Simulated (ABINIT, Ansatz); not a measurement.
# Osmium (P6_3/mmc): phonons by linear response, part 3 of 4

How does Osmium (P6_3/mmc) vibrate, and is this structure a minimum?

ABINIT 10.8.3; DFT PBE, scalar-relativistic, plane waves, PseudoDojo norm-conserving pseudopotentials.

So far. Step 4 (Self-consistent run for the response): The cell stands at -0.69 GPa: the relaxation ran with a smoothed and higher cutoff, and the difference is a stress of the finite basis. Step 5 (Linear response at Γ): The acoustic modes at Γ come out as far as 3.9 cm⁻¹ from zero, where they should vanish, a small numerical error. The relaxed cell has a = 2.751, c = 4.352 Å (conventional setting).

## 7. Dispersion

anaddb transforms the dynamical matrices to force constants and back along the path; points of the mesh come back as solved, but for the sum rule and, in polar crystals, the LO-TO term at Γ; the rest is interpolation.

Contents of anaddb.abi:

```
ddb_filepath "all_DDB"
output_file "anaddb.abo"
outdata_prefix "anaddb"
ifcflag 1
ngqpt 3 3 2
nqshft 1
q1shft 0.0 0.0 0.0
asr 1
chneut 0
dipdip 0
dipquad 0
quadquad 0
enunit 0
eivec 0
nph1l 93
qph1l 
    0.0 0.0 0.0 1.0
    0.05 0.0 0.0 1.0
    0.1 0.0 0.0 1.0
    0.15 0.0 0.0 1.0
    0.2 0.0 0.0 1.0
    0.25 0.0 0.0 1.0
    0.3 0.0 0.0 1.0
    0.35 0.0 0.0 1.0
    0.4 0.0 0.0 1.0
    0.45 0.0 0.0 1.0
    0.5 0.0 0.0 1.0
    0.48333333 0.03333333 0.0 1.0
    0.46666667 0.06666667 0.0 1.0
    0.45 0.1 0.0 1.0
    0.43333333 0.13333333 0.0 1.0
    0.41666667 0.16666667 0.0 1.0
    0.4 0.2 0.0 1.0
    0.38333333 0.23333333 0.0 1.0
    0.36666667 0.26666667 0.0 1.0
    0.35 0.3 0.0 1.0
    0.33333333 0.33333333 0.0 1.0
    0.3 0.3 0.0 1.0
    0.26666667 0.26666667 0.0 1.0
    0.23333333 0.23333333 0.0 1.0
    0.2 0.2 0.0 1.0
    0.16666667 0.16666667 0.0 1.0
    0.13333333 0.13333333 0.0 1.0
    0.1 0.1 0.0 1.0
    0.06666667 0.06666667 0.0 1.0
    0.03333333 0.03333333 0.0 1.0
    0.0 0.0 0.0 1.0
    0.0 0.0 0.05 1.0
    0.0 0.0 0.1 1.0
    0.0 0.0 0.15 1.0
    0.0 0.0 0.2 1.0
    0.0 0.0 0.25 1.0
    0.0 0.0 0.3 1.0
    0.0 0.0 0.35 1.0
    0.0 0.0 0.4 1.0
    0.0 0.0 0.45 1.0
    0.0 0.0 0.5 1.0
    0.05 0.0 0.5 1.0
    0.1 0.0 0.5 1.0
    0.15 0.0 0.5 1.0
    0.2 0.0 0.5 1.0
    0.25 0.0 0.5 1.0
    0.3 0.0 0.5 1.0
    0.35 0.0 0.5 1.0
    0.4 0.0 0.5 1.0
    0.45 0.0 0.5 1.0
    0.5 0.0 0.5 1.0
    0.48333333 0.03333333 0.5 1.0
    0.46666667 0.06666667 0.5 1.0
    0.45 0.1 0.5 1.0
    0.43333333 0.13333333 0.5 1.0
    0.41666667 0.16666667 0.5 1.0
    0.4 0.2 0.5 1.0
    0.38333333 0.23333333 0.5 1.0
    0.36666667 0.26666667 0.5 1.0
    0.35 0.3 0.5 1.0
    0.33333333 0.33333333 0.5 1.0
    0.3 0.3 0.5 1.0
    0.26666667 0.26666667 0.5 1.0
    0.23333333 0.23333333 0.5 1.0
    0.2 0.2 0.5 1.0
    0.16666667 0.16666667 0.5 1.0
    0.13333333 0.13333333 0.5 1.0
    0.1 0.1 0.5 1.0
    0.06666667 0.06666667 0.5 1.0
    0.03333333 0.03333333 0.5 1.0
    0.0 0.0 0.5 1.0
    0.5 0.0 0.5 1.0
    0.5 0.0 0.45 1.0
    0.5 0.0 0.4 1.0
    0.5 0.0 0.35 1.0
    0.5 0.0 0.3 1.0
    0.5 0.0 0.25 1.0
    0.5 0.0 0.2 1.0
    0.5 0.0 0.15 1.0
    0.5 0.0 0.1 1.0
    0.5 0.0 0.05 1.0
    0.5 0.0 0.0 1.0
    0.33333333 0.33333333 0.5 1.0
    0.33333333 0.33333333 0.45 1.0
    0.33333333 0.33333333 0.4 1.0
    0.33333333 0.33333333 0.35 1.0
    0.33333333 0.33333333 0.3 1.0
    0.33333333 0.33333333 0.25 1.0
    0.33333333 0.33333333 0.2 1.0
    0.33333333 0.33333333 0.15 1.0
    0.33333333 0.33333333 0.1 1.0
    0.33333333 0.33333333 0.05 1.0
    0.33333333 0.33333333 0.0 1.0
```

Contents of mrgddb.in:

```
all_DDB
merged
6
dfpt_gammao_DDB
dfpt_qo_DS1_DDB
dfpt_qo_DS2_DDB
dfpt_qo_DS3_DDB
dfpt_qo_DS4_DDB
dfpt_qo_DS5_DDB
```

Run with:

```
> mrgddb < mrgddb.in > mrgddb.log
> OMP_NUM_THREADS=1 anaddb anaddb.abi > anaddb.log
```

anaddb.abo, the main output file:

```text
[banners, grids, parts of the stress and lines that vanish by symmetry left out]
-outvars_anaddb: echo values of input variables ----------------------

 Flags :
[...]
Phonon wavevector (reduced coordinates) :  0.00000  0.00000  0.00000
 Phonon energies in Hartree :
[...]
Phonon frequencies in cm-1    :
-  0.000000E+00  0.000000E+00  0.000000E+00  1.553971E+02  1.553971E+02
-  2.145087E+02
[...]
Phonon wavevector (reduced coordinates) :  0.05000  0.00000  0.00000
 Phonon energies in Hartree :
[...]
Phonon frequencies in cm-1    :
-  2.131252E+01  2.544266E+01  3.421598E+01  1.564152E+02  1.567616E+02
-  2.130065E+02
[...]
Phonon wavevector (reduced coordinates) :  0.10000  0.00000  0.00000
 Phonon energies in Hartree :
[...]
Phonon frequencies in cm-1    :
-  4.185079E+01  4.983080E+01  6.727033E+01  1.592440E+02  1.606365E+02
-  2.086046E+02
[...]
Phonon wavevector (reduced coordinates) :  0.15000  0.00000  0.00000
 Phonon energies in Hartree :
[...]
Phonon frequencies in cm-1    :
-  6.089829E+01  7.220745E+01  9.808528E+01  1.632994E+02  1.664421E+02
-  2.016190E+02
[...]
Phonon wavevector (reduced coordinates) :  0.20000  0.00000  0.00000
 Phonon energies in Hartree :
[...]
Phonon frequencies in cm-1    :
-  7.785028E+01  9.180029E+01  1.257384E+02  1.678555E+02  1.734167E+02
-  1.925807E+02
[...]
Phonon wavevector (reduced coordinates) :  0.25000  0.00000  0.00000
 Phonon energies in Hartree :
[...]
Phonon frequencies in cm-1    :
-  9.225976E+01  1.080864E+02  1.495078E+02  1.722606E+02  1.808017E+02
-  1.822376E+02
  Phonon wavevector (reduced coordinates) :  0.30000  0.00000  0.00000
 Phonon energies in Hartree :
[...]
Phonon frequencies in cm-1    :
-  1.038690E+02  1.208192E+02  1.688687E+02  1.715472E+02  1.760650E+02
-  1.879792E+02
  Phonon wavevector (reduced coordinates) :  0.35000  0.00000  0.00000
 Phonon energies in Hartree :
[...]
Phonon frequencies in cm-1    :
-  1.126186E+02  1.299926E+02  1.616600E+02  1.790425E+02  1.834039E+02
-  1.945926E+02
  Phonon wavevector (reduced coordinates) :  0.40000  0.00000  0.00000
 Phonon energies in Hartree :
[...]
Phonon frequencies in cm-1    :
-  1.186205E+02  1.357062E+02  1.538986E+02  1.811339E+02  1.927572E+02
-  2.005448E+02
  Phonon wavevector (reduced coordinates) :  0.45000  0.00000  0.00000
 Phonon energies in Hartree :
[...]
Phonon frequencies in cm-1    :
-  1.220859E+02  1.381012E+02  1.495484E+02  1.823629E+02  1.974716E+02
-  2.050699E+02
  Phonon wavevector (reduced coordinates) :  0.50000  0.00000  0.00000
 Phonon energies in Hartree :
[...]
Phonon frequencies in cm-1    :
-  1.232139E+02  1.384116E+02  1.484519E+02  1.827673E+02  1.988788E+02
-  2.067493E+02
  Phonon wavevector (reduced coordinates) :  0.48333  0.03333  0.00000
 Phonon energies in Hartree :
[...]
Phonon frequencies in cm-1    :
-  1.240661E+02  1.384014E+02  1.482991E+02  1.824603E+02  1.985800E+02
-  2.071025E+02
  Phonon wavevector (reduced coordinates) :  0.46667  0.06667  0.00000
 Phonon energies in Hartree :
[...]
Phonon frequencies in cm-1    :
-  1.265504E+02  1.383775E+02  1.478483E+02  1.816194E+02  1.976885E+02
-  2.080833E+02
  Phonon wavevector (reduced coordinates) :  0.45000  0.10000  0.00000
 Phonon energies in Hartree :
[...]
Phonon frequencies in cm-1    :
-  1.304657E+02  1.383583E+02  1.471226E+02  1.804321E+02  1.962188E+02
-  2.095055E+02
[...]
Phonon wavevector (reduced coordinates) :  0.10000  0.00000  0.50000
 Phonon energies in Hartree :
[...]
Phonon frequencies in cm-1    :
-  1.153656E+02  1.153656E+02  1.208635E+02  1.208635E+02  1.779172E+02
-  1.779172E+02
  Phonon wavevector (reduced coordinates) :  0.15000  0.00000  0.50000
 Phonon energies in Hartree :
[...]
Phonon frequencies in cm-1    :
-  1.182267E+02  1.182267E+02  1.290721E+02  1.290721E+02  1.851745E+02
-  1.851745E+02
  Phonon wavevector (reduced coordinates) :  0.20000  0.00000  0.50000
 Phonon energies in Hartree :
[...]
Phonon frequencies in cm-1    :
-  1.218322E+02  1.218322E+02  1.377785E+02  1.377785E+02  1.935467E+02
-  1.935467E+02
  Phonon wavevector (reduced coordinates) :  0.25000  0.00000  0.50000
 Phonon energies in Hartree :
[...]
Phonon frequencies in cm-1    :
-  1.261950E+02  1.261950E+02  1.456610E+02  1.456610E+02  2.017126E+02
-  2.017126E+02
  Phonon wavevector (reduced coordinates) :  0.30000  0.00000  0.50000
 Phonon energies in Hartree :
[...]
Phonon frequencies in cm-1    :
-  1.311684E+02  1.311684E+02  1.519622E+02  1.519622E+02  2.086738E+02
-  2.086738E+02
  Phonon wavevector (reduced coordinates) :  0.35000  0.00000  0.50000
 Phonon energies in Hartree :
[...]
Phonon frequencies in cm-1    :
-  1.362892E+02  1.362892E+02  1.564497E+02  1.564497E+02  2.139125E+02
-  2.139125E+02
[...]
Phonon wavevector (reduced coordinates) :  0.33333  0.33333  0.05000
 Phonon energies in Hartree :
[...]
Phonon frequencies in cm-1    :
-  1.403932E+02  1.403932E+02  1.706336E+02  1.742012E+02  1.742012E+02
-  2.178987E+02
  Phonon wavevector (reduced coordinates) :  0.33333  0.33333  0.00000
 Phonon energies in Hartree :
[...]
Phonon frequencies in cm-1    :
-  1.399001E+02  1.399001E+02  1.702289E+02  1.740205E+02  1.740205E+02
-  2.181074E+02
-
```

It took 0.54 s on 1 thread of Arm Neoverse V2, shared host.

Read from the output:

```
lowest frequency on the path : 0 cm⁻¹
```

Anaddb. The phonon branches at the labelled points (cm⁻¹):

| point | branch 1 | branch 2 | branch 3 | branch 4 | branch 5 | branch 6 |
| --- | --- | --- | --- | --- | --- | --- |
| Γ | 0 | 0 | 0 | 155 | 155 | 214 |
| halfway | 92 | 108 | 150 | 172 | 181 | 182 |
| M | 123 | 138 | 148 | 183 | 199 | 207 |
| halfway | 138 | 141 | 145 | 178 | 192 | 213 |
| K | 140 | 140 | 170 | 174 | 174 | 218 |
| halfway | 106 | 117 | 156 | 173 | 181 | 182 |
| Γ | 0 | 0 | 0 | 155 | 155 | 214 |
| halfway | 62 | 62 | 100 | 145 | 145 | 206 |
| A | 113 | 113 | 113 | 113 | 171 | 171 |
| halfway | 126 | 126 | 146 | 146 | 202 | 202 |
| L | 145 | 145 | 161 | 161 | 220 | 220 |
| halfway | 146 | 146 | 172 | 172 | 213 | 213 |
| H | 148 | 148 | 190 | 190 | 198 | 198 |
| halfway | 128 | 128 | 151 | 151 | 205 | 205 |
| A | 113 | 113 | 113 | 113 | 171 | 171 |
| jump to L | 145 | 145 | 161 | 161 | 220 | 220 |
| halfway | 137 | 142 | 147 | 178 | 210 | 213 |
| M | 123 | 138 | 148 | 183 | 199 | 207 |
| jump to H | 148 | 148 | 190 | 190 | 198 | 198 |
| halfway | 147 | 147 | 179 | 180 | 180 | 213 |
| K | 140 | 140 | 170 | 174 | 174 | 218 |

The phonon branches as a text plot (rows in cm⁻¹):

```
    215 |*        ******     ***        *****            **    **
    206 | **    **      *   *   *     **     ** ****      *****
    197 |   * *****      * *     *             *    *       *
    188 |    **    *   ****          *        ***    *       *
    179 |    ******** *   *       * *        *   *    *   *** ***
    169 |  ***       *******       *        *          ***     **
    160 |***  *     * *  *  **    *     ****      *
    151 |      *** *   **     **       *     ****  *     ******
    142 |       ********        *     *  ****    *  *    ****  **
    133 |     **  *     * *      *   * **         ** *    **
    124 |   **  **       *        * * *             * *     *
    114 |     **                   ***               ****
    105 |    *             *      *
     96 |  **             *     *
     87 |                 *      *
     78 |   *              **
     69 | **               *
     60 |  *                *   *
     50 | *                 *
     41 | *                  * *
     32 |*                   *
     23 |*                   * *
     14 |
      5 |                     *
         Γ      M    K        Γ   A       L    H       A|L M|H  K
```

All branches are real along the path.

## 8. Density of states

Sums over the zone need many more wavevectors than were solved, so the interpolation is sampled on a dense mesh.

Contents of anaddb.abi:

```
ddb_filepath "all_DDB"
output_file "anaddb.abo"
outdata_prefix "anaddb"
ifcflag 1
ngqpt 3 3 2
nqshft 1
q1shft 0.0 0.0 0.0
asr 1
chneut 0
dipdip 0
dipquad 0
quadquad 0
prtdos 2
ng2qpt 19 19 10
dosdeltae 4.5563e-06
ntemper 11
temperinc 100.0
tempermin 0.0
```

Run with:

```
> OMP_NUM_THREADS=1 anaddb anaddb.abi > anaddb.log
```

anaddb.abo, the main output file:

```text
-outvars_anaddb: echo values of input variables ----------------------

 Flags :
     ifcflag         1
 Miscellaneous information :
         asr         1
      chneut         0
 Interatomic Force Constants Inputs :
      dipdip         0
     dipquad         0
    quadquad         0
      ifcana         0
      ifcout         0
 Description of grid 1 :
        brav         1
       ngqpt         3         3         2
      nqshft         1
      q1shft
                     0.00000000E+00  0.00000000E+00  0.00000000E+00
 Phonon DOS information :
   dosdeltae  4.55630000E-06
    dossmear  4.55633525E-06
 Description of grid 2 (Fourier interp. or BZ sampling):
      ng2qpt        19        19        10
      ngrids         4
      q2shft         0.00000000E+00  0.00000000E+00  0.00000000E+00

================================================================================

 read the DDB information and perform some checks

  ==== Info on the Cryst% object ====
 Real(R)+Recip(G) space primitive vectors, cartesian coordinates (Bohr,Bohr^-1):
 R(1)=  5.1986241  0.0000000  0.0000000  G(1)=  0.1923586  0.1110583  0.0000000
 R(2)= -2.5993120  4.5021405  0.0000000  G(2)=  0.0000000  0.2221166  0.0000000
 R(3)=  0.0000000  0.0000000  8.2240083  G(3)=  0.0000000  0.0000000  0.1215952
 Unit cell volume ucvol=  1.9248239E+02 bohr^3
 Angles (23,13,12)=  9.00000000E+01  9.00000000E+01  1.20000000E+02 degrees
 Time-reversal symmetry is present
 Reduced atomic positions [iatom, xred, symbol]:
    1)    0.3333333  0.6666667  0.2500000  Os
    2)    0.6666667  0.3333333  0.7500000  Os

 DDB file with 6 blocks has been read.

================================================================================

 Calculation of the interatomic forces

       Homogeneous q point set in the B.Z.
 Grid q points  :       18
  1)   0.00000000E+00  0.00000000E+00  0.00000000E+00
  2)   3.33333333E-01  0.00000000E+00  0.00000000E+00
  3)  -3.33333333E-01  0.00000000E+00  0.00000000E+00
  4)   0.00000000E+00  3.33333333E-01  0.00000000E+00
  5)   3.33333333E-01  3.33333333E-01  0.00000000E+00
  6)  -3.33333333E-01  3.33333333E-01  0.00000000E+00
  7)   0.00000000E+00 -3.33333333E-01  0.00000000E+00
  8)   3.33333333E-01 -3.33333333E-01  0.00000000E+00
  9)  -3.33333333E-01 -3.33333333E-01  0.00000000E+00
 10)   0.00000000E+00  0.00000000E+00  5.00000000E-01
 11)   3.33333333E-01  0.00000000E+00  5.00000000E-01
 12)  -3.33333333E-01  0.00000000E+00  5.00000000E-01
 13)   0.00000000E+00  3.33333333E-01  5.00000000E-01
 14)   3.33333333E-01  3.33333333E-01  5.00000000E-01
 15)  -3.33333333E-01  3.33333333E-01  5.00000000E-01
 16)   0.00000000E+00 -3.33333333E-01  5.00000000E-01
 17)   3.33333333E-01 -3.33333333E-01  5.00000000E-01
 18)  -3.33333333E-01 -3.33333333E-01  5.00000000E-01

 The interatomic forces have been obtained

================================================================================

 Calculation of phonon density of states

 Average speed of sound partial sums:     0.1623280713E-02 (at units)
-                                   =           3.5512 [km/s]

 Debye frequency from partial sums:     0.1095839511E-02 (Ha)
-                                 =     0.7210277613E+01 (THz)
-Debye temperature from partial sums:     0.3460387489E+03 (K)

 Average speed of sound:     0.1720546891E-02 (at units)
-                      =           3.7640 [km/s]

 Debye frequency from DOS:     0.1161501674E-02 (Ha)
-                        =     0.7642313885E+01 (THz)
-Debye temperature from DOS:     0.3667732198E+03 (K)

-
```

Wall time 0.64 s (1 thread).

This step gave:

```
share of modes beyond 3i cm⁻¹ on the dense interpolated mesh : 0
zero-point energy per atom                                   : 29.83 meV
heat capacity at 300 K                                       : 23.70 J/(mol atoms K)
vibrational entropy at 300 K                                 : 32.84 J/(mol atoms K)
```

The phonon density of states has structure finer than the step of the table below, so its rows give means over 5 cm⁻¹, whole bins alone (the curve runs from -30 to 248 cm⁻¹). Peaks (cm⁻¹: height): 145.0: 0.129, 177.0: 0.0734, 210.0: 0.0897.

Tetrahedra. Phonon density of states against wavenumber; means over each step:

| wavenumber (cm⁻¹) | phonon density of states (1/cm⁻¹/cell) |
| --- | --- |
| 5 | 1.0e-5 |
| 10 | 3.6e-5 |
| 15 | 8.1e-5 |
| 20 | 1.5e-4 |
| 25 | 3.1e-4 |
| 30 | 5.9e-4 |
| 35 | 8.0e-4 |
| 40 | 0.00107 |
| 45 | 0.00141 |
| 50 | 0.00183 |
| 55 | 0.00229 |
| 60 | 0.00277 |
| 65 | 0.00337 |
| 70 | 0.00408 |
| 75 | 0.00488 |
| 80 | 0.00580 |
| 85 | 0.00689 |
| 90 | 0.00820 |
| 95 | 0.00970 |
| 100 | 0.0116 |
| 105 | 0.0141 |
| 110 | 0.0171 |
| 115 | 0.0209 |
| 120 | 0.0256 |
| 125 | 0.0333 |
| 130 | 0.0410 |
| 135 | 0.0558 |
| 140 | 0.0900 |
| 145 | 0.112 |
| 150 | 0.0686 |
| 155 | 0.0498 |
| 160 | 0.0460 |
| 165 | 0.0435 |
| 170 | 0.0516 |
| 175 | 0.0665 |
| 180 | 0.0444 |
| 185 | 0.0232 |
| 190 | 0.0352 |
| 195 | 0.0433 |
| 200 | 0.0594 |
| 205 | 0.0653 |
| 210 | 0.0797 |
| 215 | 0.0398 |
| 220 | 0.00446 |
| 225 | 0 |

Harmonic thermodynamic functions per atom, summed over the density of states scaled to three modes an atom; melting is ignored. Thermodynamic functions:

| T (K) | F_vib (meV/atom) | S (J/mol-atom/K) | C_V (J/mol-atom/K) |
| --- | --- | --- | --- |
| 0 | 29.83 | 0 | 0 |
| 50 | 29.59 | 2.041 | 6.057 |
| 100 | 26.59 | 9.814 | 16.26 |
| 200 | 8.87 | 23.49 | 22.26 |
| 300 | -20.59 | 32.84 | 23.7 |
| 400 | -58.37 | 39.74 | 24.23 |
| 500 | -102.5 | 45.18 | 24.48 |
| 600 | -151.7 | 49.66 | 24.62 |
| 700 | -205.2 | 53.46 | 24.71 |
| 800 | -262.3 | 56.76 | 24.76 |
| 900 | -322.7 | 59.68 | 24.8 |
| 1000 | -385.9 | 62.3 | 24.83 |

At 300 K the heat capacity has reached 95 % of the Dulong-Petit value.

(Continued in part 4 of 4.)

[Host names and launcher messages were left out of these logs when they were recorded.]

[Logs are printed without paths, hosts, clocks, repeated set-up lines and the standing remarks that a program may print on its own settings, such as how far it seeks lower states.]

[Hosts, paths, dates, database ids (printed as entryN), source tags and the programs' standing remarks are cut or masked in the printed files.]
